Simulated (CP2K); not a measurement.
The C K edge of 2-cyanopyrrole was computed by TDDFT (CP2K XAS_TDP, aug-cc-pVDZ, TDA) at these levels: PBEh(45%), PBEh(45%) + GW2X and PBEh(60%). The first three lines of C2 (bonded to C and N) with a strength over 0.0015, energy in eV and strength:

```
run           first          second           third
  1  282.30 (0.093)  286.39 (0.019)  287.33 (0.005)
  2  286.17 (0.060)  286.33 (0.054)  291.37 (0.020)
  3  288.67 (0.091)  292.76 (0.019)  293.71 (0.005)
```

Which run is which?

Run 1: PBEh(45%) (45 % exact exchange). Run 2: PBEh(60%) (60 % exact exchange). Run 3: PBEh(45%) + GW2X (45 % exact exchange). Self-interaction lifts the core level, so the uncorrected lines rise with the share of exact exchange. The GW2X run keeps the spacings of its parent: 4.09 eV between the first two lines in run 3, 4.09 eV in run 1. Its shift is +6.37 eV, since the Kohn–Sham level at this share of exchange lies that far above the quasiparticle level.

[Banner, clock and machine lines of the logs are left out without a mark of their own.]

[Logs are printed without paths, hosts, clocks, repeated set-up lines and the standing remarks that a program may print on its own settings, such as how far it seeks lower states.]

[Hosts, paths, dates, database ids (printed as entryN), source tags and the programs' standing remarks are cut or masked in the printed files.]
